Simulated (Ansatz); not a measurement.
# Phonon-limited resistivity of Rh(111) film of 2 layers, part 2 of 2

Aim: how strongly do electrons couple to phonons in Rh(111) film of 2 layers, and what resistivity does that give?

Ansatz 0.2.0; DFT PBEsol, scalar-relativistic, plane waves, PAW; PAW set soft_1.

So far, coupling constant λ: step 7 (resistivity: q 3×3×1, k 9×9×1, scattering 18×18×1) 0.367. Also log mean phonon energy ħω_log (meV): step 7 17.4.

**8. Electron–phonon run: q 3×3×1, k 12×12×1, scattering 24×24×1**

The next rung changes the k mesh of the density and its response; the scattering mesh, which samples the Fermi surface.

Input file input.yaml:

```yaml
crystal:
  lattice:
    - [2.5987214349, -2.7919e-06, 0.0]
    - [-1.2993582996, 2.2505601759, 0.0]
    - [0.0, 0.0, 28.1878614963]
  atoms:
    - { symbol: Rh, position: [0.0, 0.0, 0.1957573961] }
    - { symbol: Rh, position: [0.3333333333, 0.6666666667, 0.2723139402] }
  periodic: [true, true, false]
kpoints:
  mp_grid: { grid: [12, 12, 1] }
hamiltonian:
  xc: pbesol
  pseudopotentials: { kind: paw, azcp: { folder: soft_1 }, xc_functional: pbe }
scf:
  occupations: { method: methfessel_paxton, width: 0.2 }
output:
  eigenvalues: true
phonons:
  method: dfpt
  qmesh: [3, 3, 1]
  temperatures: { t_max: 1000, t_step: 50 }
  qpath:
    path:
      - [0.0, 0.0, 0.0]
      - [0.5, 0.0, 0.0]
      - [0.33333333, 0.33333333, 0.0]
      - [0.0, 0.0, 0.0]
    npoints: 10
  electrical_resistivity:
    mesh: [24, 24, 1]
    temperatures: [20.0, 50.0, 77.0, 100.0, 150.0, 200.0, 300.0, 400.0, 600.0, 800.0]
```

Launch:

```console
$ ansatz run input.yaml --threads 4 --pin off --max-ram 20480MiB --backend cpu --events-out ev --progress --plain --runs-dir out
```

Run time: 2.8 min. Hardware: 4 threads of Arm Neoverse V2, shared host; peak memory 1.6 GiB.

Numbers from this step:

```
zero point energy                                 : 0.06213 eV/cell
highest frequency, solved or plainly interpolated : 255.9 cm⁻¹
sheet resistance 300K                             : 144.3 Ω/square, mean in the plane
resistivity at 300 K                              : 40.68 μΩ cm, mean of the axes, of the whole cell with its vacuum
coupling constant λ                               : 0.417
density of states at the Fermi level              : 1.578 states/eV a spin and cell
log mean phonon energy ħω_log                     : 17.46 meV
transport coupling constant λ_tr                  : 0.4673, 0.4673, 0 (xx, yy, zz)
Drude plasma energy                               : 3.51, 3.51, 0 eV (xx, yy, zz), of the whole cell with its vacuum
second-moment phonon energy ħω₂                   : 19.54 meV, from the broadened α²F curve
coupling λ by branch                              : 0.12, 0.0975, 0.0621, 0.0659, 0.0374, 0.0339 (branches by rank of frequency)
```

Solved on the 3×3×1 mesh alone; all other wavevectors are interpolated. Phonon branches along the path, in cm⁻¹:

| point | branch 1 | branch 2 | branch 3 | branch 4 | branch 5 | branch 6 |
| --- | --- | --- | --- | --- | --- | --- |
| Γ | 0 | 0 | 0 | 118 | 118 | 226 |
| halfway | 84 | 118 | 154 | 158 | 196 | 214 |
| M | 117 | 140 | 158 | 178 | 249 | 256 |
| halfway | 135 | 153 | 166 | 188 | 234 | 244 |
| K | 154 | 154 | 192 | 209 | 209 | 223 |
| halfway | 98 | 139 | 151 | 170 | 202 | 220 |
| Γ | 0 | 0 | 0 | 118 | 118 | 226 |

The Eliashberg function α²F has structure finer than the step of the table below, so its rows give means over 1 meV, whole bins alone (the curve runs from 0.122 to 31.1 meV). Peaks (meV: height): α²F 12.8: 0.240, 17.9: 0.827, 23.3: 0.464, 27.7: 0.245, 30.4: 0.232; α²F tr 13.1: 0.263, 17.9: 1.06, 23.3: 0.473, 23.8: 0.464, 27.7: 0.379.

The Eliashberg function α²F by phonon energy; means over each step:

| phonon energy (meV) | α²F | α²F tr |
| --- | --- | --- |
| 1 | 3.6e-4 | 3.1e-4 |
| 2 | 9.4e-4 | 7.1e-4 |
| 3 | 0.00200 | 0.00104 |
| 4 | 0.00332 | 0.00174 |
| 5 | 0.00506 | 0.00286 |
| 6 | 0.00665 | 0.00429 |
| 7 | 0.0100 | 0.00782 |
| 8 | 0.0161 | 0.0140 |
| 9 | 0.0283 | 0.0227 |
| 10 | 0.0436 | 0.0320 |
| 11 | 0.0564 | 0.0438 |
| 12 | 0.111 | 0.108 |
| 13 | 0.200 | 0.215 |
| 14 | 0.134 | 0.130 |
| 15 | 0.115 | 0.118 |
| 16 | 0.101 | 0.120 |
| 17 | 0.131 | 0.157 |
| 18 | 0.580 | 0.641 |
| 19 | 0.407 | 0.385 |
| 20 | 0.152 | 0.209 |
| 21 | 0.140 | 0.210 |
| 22 | 0.225 | 0.276 |
| 23 | 0.342 | 0.368 |
| 24 | 0.159 | 0.194 |
| 25 | 0.0542 | 0.0877 |
| 26 | 0.102 | 0.168 |
| 27 | 0.165 | 0.257 |
| 28 | 0.180 | 0.273 |
| 29 | 0.125 | 0.180 |
| 30 | 0.174 | 0.217 |

Of the whole cell with its vacuum, so only the sheet resistance is a property of the layer; the means are those of the plane. Resistivity, by row:

| T (K) | ρ_xx (μΩ cm) | ρ_yy | ρ_zz | ρ by Ziman's lowest order, mean | ρ by relaxation times, mean | within 2 % of the coarser mesh |
| --- | --- | --- | --- | --- | --- | --- |
| 20 | 0.03696 | 0.03696 | - | 0.06378 | 0.05912 | no |
| 50 | 1.465 | 1.465 | - | 2.041 | 1.626 | no |
| 77 | 4.949 | 4.949 | - | 5.998 | 5.284 | no |
| 100 | 8.668 | 8.668 | - | 9.903 | 9.124 | no |
| 150 | 16.97 | 16.97 | - | 18.55 | 17.65 | no |
| 200 | 24.99 | 24.99 | - | 27.09 | 25.87 | no |
| 300 | 40.68 | 40.68 | - | 44.17 | 41.94 | no |
| 400 | 56.4 | 56.4 | - | 61.49 | 58 | no |
| 600 | 87.76 | 87.76 | - | 96.15 | 89.93 | no |
| 800 | 118.6 | 118.6 | - | 130.2 | 121.2 | no |

The cell's resistivity over its height. The sheet resistance, along x by temperature:

| temperature (K) | sheet resistance, along x (Ω/square) |
| --- | --- |
| 20 | 0.131 |
| 50 | 5.20 |
| 77 | 17.6 |
| 100 | 30.8 |
| 150 | 60.2 |
| 200 | 88.6 |
| 300 | 144 |
| 400 | 200 |
| 600 | 311 |
| 800 | 421 |

Some points of the scattering mesh along the symmetry lines, up to three branches each (those of largest λ), at most 39 rows; the frequencies are those of the scattering step, which can differ from the solved and plainly interpolated ones; single rows converge slowly. Mode couplings:

| q1 | q2 | q3 | branch | ħω (meV) | λ_q | half width (meV) |
| --- | --- | --- | --- | --- | --- | --- |
| 0.125 | 0 | 0 | 1 | 3.43 | 0.0415 | 0.00243 |
| 0.125 | 0 | 0 | 2 | 8.42 | 0.0579 | 0.0203 |
| 0.125 | 0 | 0 | 3 | 13.08 | 0.0964 | 0.0817 |
| 0.2083 | 0 | 0 | 1 | 7.59 | 0.0766 | 0.0219 |
| 0.2083 | 0 | 0 | 4 | 18.81 | 0.0737 | 0.129 |
| 0.2083 | 0 | 0 | 5 | 23.93 | 0.0345 | 0.0979 |
| 0.3333 | 0 | 0 | 1 | 12.35 | 0.125 | 0.0945 |
| 0.3333 | 0 | 0 | 2 | 16.62 | 0.0684 | 0.0936 |
| 0.3333 | 0 | 0 | 3 | 18.62 | 0.0941 | 0.162 |
| 0.4583 | 0 | 0 | 1 | 12.2 | 0.247 | 0.182 |
| 0.4583 | 0 | 0 | 2 | 18.86 | 0.335 | 0.59 |
| 0.4583 | 0 | 0 | 4 | 22.2 | 0.074 | 0.181 |
| 0.4583 | 0.0833 | 0 | 1 | 12.93 | 0.177 | 0.147 |
| 0.4583 | 0.0833 | 0 | 2 | 18.86 | 0.125 | 0.22 |
| 0.4583 | 0.0833 | 0 | 4 | 22.93 | 0.0792 | 0.206 |
| 0.3333 | 0.3333 | 0 | 4 | 23.92 | 0.0983 | 0.279 |
| 0.3333 | 0.3333 | 0 | 5 | 23.92 | 0.0983 | 0.279 |
| 0.3333 | 0.3333 | 0 | 6 | 25.54 | 0.172 | 0.557 |
| 0.2083 | 0.2083 | 0 | 1 | 13.29 | 0.142 | 0.125 |
| 0.2083 | 0.2083 | 0 | 2 | 18.52 | 0.112 | 0.191 |
| 0.2083 | 0.2083 | 0 | 4 | 23.04 | 0.0641 | 0.168 |
| 0.125 | 0.125 | 0 | 1 | 7.9 | 0.0837 | 0.0259 |
| 0.125 | 0.125 | 0 | 2 | 14.4 | 0.0367 | 0.0378 |
| 0.125 | 0.125 | 0 | 3 | 17.6 | 0.0504 | 0.0773 |

Largest shares of lambda; single rows converge slowly. Strongest modes:

| q1 | q2 | q3 | star | branch | ħω (meV) | λ_q | half width (meV) |
| --- | --- | --- | --- | --- | --- | --- | --- |
| 0.04167 | 0.4167 | 0 | 12 | 2 | 18.63 | 0.287 | 0.4935 |
| 0.2083 | 0.25 | 0 | 12 | 2 | 17.97 | 0.23 | 0.3682 |
| 0.2083 | 0.25 | 0 | 12 | 1 | 14.26 | 0.2198 | 0.2214 |
| 0.125 | 0.3333 | 0 | 12 | 2 | 18.04 | 0.1952 | 0.3149 |
| 0.1667 | 0.2917 | 0 | 12 | 2 | 18.05 | 0.19 | 0.3069 |
| 0.04167 | 0.4167 | 0 | 12 | 1 | 12.73 | 0.1878 | 0.1509 |
| 0.08333 | 0.375 | 0 | 12 | 2 | 18.25 | 0.1874 | 0.3094 |
| 0.125 | 0.4167 | 0 | 12 | 1 | 13.99 | 0.1781 | 0.1728 |

300 K. The cumulative share of the conductivity, along x by mean free path:

| mean free path (nm) | cumulative share of the conductivity, along x |
| --- | --- |
| 0.891 | 0.00227 |
| 1 | 0.00282 |
| 1.12 | 0.00339 |
| 1.26 | 0.00404 |
| 1.41 | 0.00460 |
| 1.58 | 0.00551 |
| 1.78 | 0.00673 |
| 2.00 | 0.0153 |
| 2.24 | 0.0280 |
| 2.51 | 0.0420 |
| 2.82 | 0.0484 |
| 3.16 | 0.0895 |
| 3.55 | 0.164 |
| 3.98 | 0.298 |
| 4.47 | 0.355 |
| 5.01 | 0.429 |
| 5.62 | 0.504 |
| 6.31 | 0.634 |
| 7.08 | 0.759 |
| 7.94 | 0.864 |
| 8.91 | 0.915 |
| 10 | 0.983 |

Resistivity by mesh:

| mesh | T (K) | mean rho (μΩ cm) |
| --- | --- | --- |
| 24x24x1 | 20 | 0.03696 |
| 24x24x1 | 300 | 40.68 |
| 24x24x1 | 800 | 118.6 |
| 12x12x1 | 20 | 0.04023 |
| 12x12x1 | 300 | 49.94 |
| 12x12x1 | 800 | 140.8 |
| 6x6x1 | 20 | 0.02938 |
| 6x6x1 | 300 | 52.78 |
| 6x6x1 | 800 | 144.6 |

The modes, Rh has structure finer than the step of the table below, so its rows give means over 10 cm⁻¹, whole bins alone (the curve runs from -10 to 273 cm⁻¹). Peaks (cm⁻¹: height): 100.4: 0.0200, 123.6: 0.0386, 155.7: 0.0915, 178.8: 0.0479, 221.6: 0.0453, 237.6: 0.0467.

Phonopy on the run's constants, 21x21x1 mesh, Gaussian sigma 2.0 cm⁻¹. Table of modes, Rh by wavenumber; means over each step:

wavenumber (cm⁻¹), modes, Rh (1/cm⁻¹/cell) and a bar:
```
        0     0.0007 
       10     0.0009 
       20     0.0013 
       30     0.0033 #
       40     0.0042 ##
       50     0.0044 ##
       60     0.0044 ##
       70     0.0089 ####
       80     0.0070 ###
       90     0.0099 ####
      100     0.0136 ######
      110     0.0216 ##########
      120     0.0306 ##############
      130     0.0324 ###############
      140     0.0475 ######################
      150     0.0648 ##############################
      160     0.0658 ##############################
      170     0.0339 ###############
      180     0.0393 ##################
      190     0.0212 #########
      200     0.0130 ######
      210     0.0305 ##############
      220     0.0384 #################
      230     0.0365 ################
      240     0.0402 ##################
      250     0.0231 ##########
      260     0.0026 #
```

No LO-TO term; unit eigenvectors of the mass-weighted matrix. Modes at Γ:

| mode | frequency (cm⁻¹) | symmetry |
| --- | --- | --- |
| 1 | 0.0 | unnamed |
| 2 | 0.0 | unnamed |
| 3 | 0.0 | unnamed |
| 4 | 117.8 | Eg |
| 5 | 117.8 | Eg |
| 6 | 225.8 | A1g |

Displacements in mode 4 (117.8 cm⁻¹), the largest set to 1:
```
Rh1 -1.00 -0.40  0.00
Rh2  1.00  0.40  0.00
```

Displacements in mode 6 (225.8 cm⁻¹), the largest set to 1:
```
Rh1  0.00  0.00  1.00
Rh2  0.00  0.00 -1.00
```

By its own test the run is not converged in the mesh. λ = 0.417 and 144 Ω per square at 300 K, against 0.367 and 147 in the run with q 3×3×1, k 9×9×1, scattering 18×18×1 (+13.7 % and -1.8 %). N(E_F) moves by +9.1 % and the coupling-weighted phonon energy by +0.7 %; λ goes as N/ω², which would give +7.5 % if the matrix elements stayed. The run's own test puts 23 % between its two finest meshes on the component of the resistivity at 300 K that moves most, more than that change.

**9. Outcome**

```yaml
run: PBEsol, q 3×3×1, k 12×12×1, scattering 24×24×1
coupling_constant_lambda: 0.417
log_mean_phonon_energy_omega_log: 17.5 meV
states_at_the_fermi_level: 1.58 states/eV/spin/cell
sheet_resistance_at_300_k: 144 Ω per square
change_between_its_two_finest_scattering_meshes: λ 2 %, resistivity at 300 K 23 %
time_of_that_run: 2.8 min
```

**Reading.** On the last rung that gave a resistivity at the base settings (q 3×3×1, k 12×12×1, scattering 24×24×1), Rh(111) film of 2 layers has λ = 0.42 and a phonon-limited sheet resistance of 144 Ω per square at 300 K. Twice the integral of α²F/ω over this curve gives λ = 0.42, half of it from below 18.4 meV. The coupling is moderate (λ = 0.42), so phonons raise the electrons' mass at the Fermi surface by about 42 %. Values of ρ(T) under 50 K rest on the softest modes, mostly interpolated ones, and are the least sure of the table. The high-temperature form ρ = 2π k_B T λ_tr/(ħ ε₀ ω_p²) gives 45.8 μΩ cm along x at 300 K, against 40.7 from the Boltzmann equation. Ziman's lowest order at 300 K, 44.2, lies between: the step down to it comes mostly from the finite phonon energies, and the full solution lies lower still, since it lets the current shift to the states that scatter least. The three lowest branches give 67 % of λ. By the run's own test, which takes the component that moves most, the resistivity at 300 K moves by 23 % between its two finest scattering meshes, so it is not converged. In the run quoted no mode is imaginary at the wavevectors of the 3×3×1 mesh; wavevectors off that mesh are interpolated. Only scattering by harmonic phonons counts; impurities, grain boundaries and thermal expansion are left out. The resistivity belongs to the whole cell, vacuum included; the sheet resistance is the quantity that does not depend on the vacuum. The PAW files were made for PBE; under other functionals the run regenerates their frozen core. The c of the given cell is the typed one; the program laid its own vacuum and ran the layer in a cell 28.2 Å high. The structure was built by hand as an ordered model, and its stability against other phases was not tested.

[Logs are printed without paths, hosts, clocks, repeated set-up lines and the standing remarks that a program may print on its own settings, such as how far it seeks lower states.]

[Hosts, paths, dates, database ids (printed as entryN), source tags and the programs' standing remarks are cut or masked in the printed files.]
